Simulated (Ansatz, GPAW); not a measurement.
# A 9-layer slab of Ca(100): work function by functional and basis, part 2 of 2

Wanted: work functions and dipole of a 9-layer slab of Ca(100), with the cost of each level.

GPAW 26.7.0 and Ansatz 0.2.0; Ansatz plane waves; slab in vacuum with a dipole correction, relaxation (the session's first sound run).

So far, upper work function (eV): step 2 (relaxation, PBE) 2.77; step 6 (self-consistent run: xc = "vdW-DF2", GPAW, PAW setups, GPAW) 2.97; step 7 (self-consistent run: xc = "RPBE") 2.69; step 8 (OptPBE vdW: xc = "optPBE-vdW", GPAW, PAW setups, GPAW) 2.90; step 9 (real-space grid: mode = "fd", PBE, GPAW) 2.77.

## 11. A second plane-wave code

A second program with its own datasets checks the number independently.

This step: Ansatz plane waves; slab in vacuum with a dipole correction (Ansatz 0.2.0).

Contents of input.yaml:

```yaml
crystal:
  lattice:
    - [3.945655839, 0.0, 0.0]
    - [0.0, 3.945655839, 0.0]
    - [0.0, 0.0, 38.32]
  atoms:
    - { symbol: Ca, position: [0.0, 0.0, 0.2087682672] }
    - { symbol: Ca, position: [0.5, 0.5, 0.2815762004] }
    - { symbol: Ca, position: [0.0, 0.0, 0.3543841336] }
    - { symbol: Ca, position: [0.5, 0.5, 0.4271920668] }
    - { symbol: Ca, position: [0.0, 0.0, 0.4982918711] }
    - { symbol: Ca, position: [0.5, 0.5, 0.5691322982] }
    - { symbol: Ca, position: [0.0, 0.0, 0.6400294897] }
    - { symbol: Ca, position: [0.5, 0.5, 0.7111228105] }
    - { symbol: Ca, position: [0.0, 0.0, 0.780323054] }
kpoints:
  mp_grid: { grid: [8, 8, 1] }
hamiltonian:
  xc: pbe
scf:
  occupations: { method: fermi_dirac, width: 0.1 }
efield:
  axis: 3
  dipole_correction: true
  ramp_width: 0.05
output:
  forces: true
  write_potential: true
  write_density: true
  volumetric_format: npy
```

Run with:

```sh
> ansatz run input.yaml --threads 4 --pin off --max-ram 8192MiB --backend cpu --events-out ev --progress --plain --runs-dir out
```

The job ended after 41 s (4 threads of Arm Neoverse N1, shared host; peak memory 1.2 GiB).

Numbers from this step:

| Item | Value |
| --- | --- |
| upper work function | 2.765 eV |
| lower work function | 2.784 eV |
| dipole along the normal | 0.001618 e·Å |
| dipole field | 4.91e-4 V/Å |
| vacuum level above | 4.982 eV |
| vacuum level below | 5.001 eV |

The electrostatic potential energy of an electron (with the applied field's), less the Fermi level, planar mean oscillates, so the rows of the table below give means over windows of 2.7 Å about each position, cut where the curve ends. Its maxima inside the range that stand out by 2 % of the span (Å: eV): 9.4: 0.807, 12.2: 0.747, 15.0: 0.727, 17.7: 0.576, 20.4: 0.546, 23.1: 0.549, 25.8: 0.553, 28.5: 0.433. Its minima: 7.9: -7.87, 10.8: -7.54, 13.6: -7.54, 16.3: -7.52, 19.2: -7.46, 21.9: -7.50, 24.6: -7.53, 27.2: -7.47, 29.9: -7.83.

Electrostatic potential energy of an electron (with the applied field's), less the Fermi level, planar mean against z; means over each step:

```csv
z (Å),"electrostatic potential energy of an electron (with the applied field's), less the Fermi level, planar mean (eV)"
1.35,2.78
4.05,2.74
6.75,-0.970
9.45,-2.65
12.15,-2.64
14.85,-2.65
17.55,-2.88
20.25,-2.91
22.95,-2.91
25.65,-2.88
28.35,-3.12
31.05,-1.32
33.75,2.72
36.45,2.77
```

The valence density, planar mean oscillates, so the rows of the table below give means over windows of 2.7 Å about each position, cut where the curve ends. Its maxima inside the range that stand out by 2 % of the span (Å: e/Å³): 7.9: 0.547, 10.8: 0.551, 13.6: 0.549, 16.3: 0.549, 19.2: 0.547, 21.9: 0.550, 24.6: 0.552, 27.2: 0.553, 29.9: 0.549. Its minima: 9.4: 0.0556, 12.2: 0.0536, 15.0: 0.0539, 17.7: 0.0558, 20.4: 0.0560, 23.1: 0.0561, 25.8: 0.0556, 28.5: 0.0608.

Table of valence density, planar mean by z; means over each step:

| z (Å) | valence density, planar mean (e/Å³) |
| --- | --- |
| 1.35 | 4.4e-6 |
| 4.05 | 7.8e-4 |
| 6.75 | 0.137 |
| 9.45 | 0.221 |
| 12.15 | 0.220 |
| 14.85 | 0.221 |
| 17.55 | 0.233 |
| 20.25 | 0.235 |
| 22.95 | 0.235 |
| 25.65 | 0.234 |
| 28.35 | 0.247 |
| 31.05 | 0.157 |
| 33.75 | 9.2e-4 |
| 36.45 | 5.4e-6 |

Force by atom:

```
atom  x (eV/Å)  y (eV/Å)  z (eV/Å)   size
 Ca1     0.000     0.000     0.129  0.129
 Ca2     0.000     0.000    -0.076  0.076
 Ca3     0.000     0.000     0.001  0.001
 Ca4     0.000     0.000    -0.055  0.055
 Ca5     0.000     0.000    -0.005  0.005
 Ca6     0.000     0.000     0.002  0.002
 Ca7     0.000     0.000     0.013  0.013
 Ca8     0.000     0.000    -0.012  0.012
 Ca9     0.000     0.000     0.004  0.004
```

The upper face's work function is 2.765 eV, against 2.770 eV in the first plane-wave PBE run at this geometry.

## 12. Side by side

Results and costs are gathered.

This step: comparison of work functions, dipole and cost (GPAW 26.7.0).

Ladder, by row:

```csv
step,code,"work function, upper (eV)","work function, lower (eV)",dipole (e Å),wall time (s),peak memory (GiB),threads
pw,GPAW,2.77,2.787,0.001538,1325,0.49,1
revPBE,GPAW,2.694,2.714,0.001778,1544,0.49,1
LDA,GPAW,2.892,2.906,0.001335,1187,0.5,1
vdW-DF2,GPAW,2.966,2.979,0.001227,1981,0.84,1
RPBE,GPAW,2.693,2.713,0.00172,1473,0.49,1
optPBE-vdW,GPAW,2.898,2.913,0.001356,2147,0.85,1
fd,GPAW,2.769,2.786,0.001443,8616,2.22,1
ansatz,Ansatz,2.765,2.784,0.001618,40.88,1.22,4
```

## 13. A changed run

One more run, with changed settings.

This step: GPAW, PAW setups; slab in vacuum (GPAW 26.7.0).

Contents of run.py:

```python
import json
import numpy as np
from ase import Atoms
from gpaw import GPAW, PW

slab = Atoms(
    ['Ca', 'Ca', 'Ca', 'Ca', 'Ca', 'Ca', 'Ca', 'Ca', 'Ca'],
    positions=[
        [0.00000, 0.00000, 8.00000],
        [1.97283, 1.97283, 10.79000],
        [0.00000, 0.00000, 13.58000],
        [1.97283, 1.97283, 16.37000],
        [-0.00000, 0.00000, 19.09454],
        [1.97283, 1.97283, 21.80915],
        [-0.00000, 0.00000, 24.52593],
        [1.97283, 1.97283, 27.25023],
        [-0.00000, 0.00000, 29.90198]],
    cell=[[3.94566, 0.0, 0.0], [0.0, 3.94566, 0.0], [0.0, 0.0, 38.32]],
    pbc=[True, True, False])

slab.calc = GPAW(mode=PW(60), xc='PBE', kpts={'size': (8, 8, 1), 'gamma': True},
                 occupations={'name': 'fermi-dirac', 'width': 0.1}, nbands='160%',
                 convergence={'density': 1e-05}, maxiter=100,
                 poissonsolver={'dipolelayer': 'xy'},
                 symmetry={'tolerance': 1e-3}, txt='slab.txt')
result = {}
energy = slab.get_potential_energy()
fermi = slab.calc.get_fermi_level()
v = slab.calc.get_electrostatic_potential().mean((0, 1)) - fermi
n = slab.calc.get_pseudo_density().mean((0, 1))
L = slab.cell[2, 2]
z = np.arange(len(v)) * L / len(v)
low, high = slab.positions[:, 2].min(), slab.positions[:, 2].max()
below, above = np.interp([low - 5.8, high + 5.8], z, v)
slopes = [np.interp(x, z, np.gradient(v, z)) for x in (low - 5.8, high + 5.8)]
eps = np.array([[slab.calc.get_eigenvalues(k, s) for k in range(len(slab.calc.get_ibz_k_points()))]
                for s in range(slab.calc.get_number_of_spins())]) - fermi
top, bottom = eps[eps < 0].max(), eps[eps > 0].min()
dipole = slab.get_dipole_moment()[2]
print(f'energy {energy:.4f} eV, Fermi level {fermi:.4f} eV, dipole {dipole:.5f} e A')
print(f'potential 5.8 A off the faces, from the Fermi level: lower {below:.4f} eV, upper {above:.4f} eV')
print(f'slope of the potential there: lower {slopes[0]:.5f}, upper {slopes[1]:.5f} eV/A')
print(f'nearest levels on the mesh: {top:.4f} and {bottom:.4f} eV')
print('magnetic moment', round(slab.get_magnetic_moment(), 3))
result.update(energy=energy, fermi=fermi, dipole=dipole, below=below, above=above, slopes=slopes, edges=[top, bottom],
              z=z.tolist(), v=v.tolist(), n=n.tolist(), positions=slab.positions.tolist(),
              forces=slab.get_forces(apply_constraint=False).tolist(), moments=slab.get_magnetic_moments().tolist())
json.dump(result, open('result.json', 'w'))
```

Run with:

```sh
> OMP_NUM_THREADS=1 OPENBLAS_NUM_THREADS=1 python run.py
```

Wall time 3.7 min (1 thread); peak memory 0.15 GiB.

The run finished. A setting was moved off its sound value on purpose, so it serves as a test and not as the result.

The fault put into the input: a cutoff far too low (ecut = 60).

Side by side:

```
                     quantity   this run  sound run  difference
dipole along the normal (e·Å)  -0.031784  0.0015377     -0.0333
```

One result that differs is the dipole along the normal, -0.0318 e·Å against 0.00154 e·Å.

## 14. What came out

| Property | Result |
| --- | --- |
| work function, upper and lower face | 2.770 and 2.787 eV |
| dipole along the normal | 0.00154 e Å |

In words: With plane waves and PBE the work function is 2.77 eV on the upper face and 2.79 eV on the lower. The measured value for polycrystalline Ca, which weights the faces of low work function, is 2.87 eV (as compiled in "Anisotropic work function of elemental crystals", 2019, arxiv:1902.07811); the relaxed upper face lies 0.10 eV under it with PBE, and LDA comes nearest (2.89 eV). Measured work functions scatter by a tenth of an eV or more between methods. Over the sound runs of the table the upper face's work function spans 2.693 (RPBE) to 2.966 eV (vdW-DF2). The two plane-wave codes differ by 0.0045 eV on the upper face. The small printed dipole stands for a step of -18 meV from the lower to the upper face, and the probes find -17 meV; values this small are near the numerical noise of both. The in-plane lattice was kept as typed, which isn't the functional's own and leaves some strain; spin-orbit coupling and temperature are left out.

[Logs are printed without paths, hosts, clocks, repeated set-up lines and the standing remarks that a program may print on its own settings, such as how far it seeks lower states.]

[Hosts, paths, dates, database ids (printed as entryN), source tags and the programs' standing remarks are cut or masked in the printed files.]
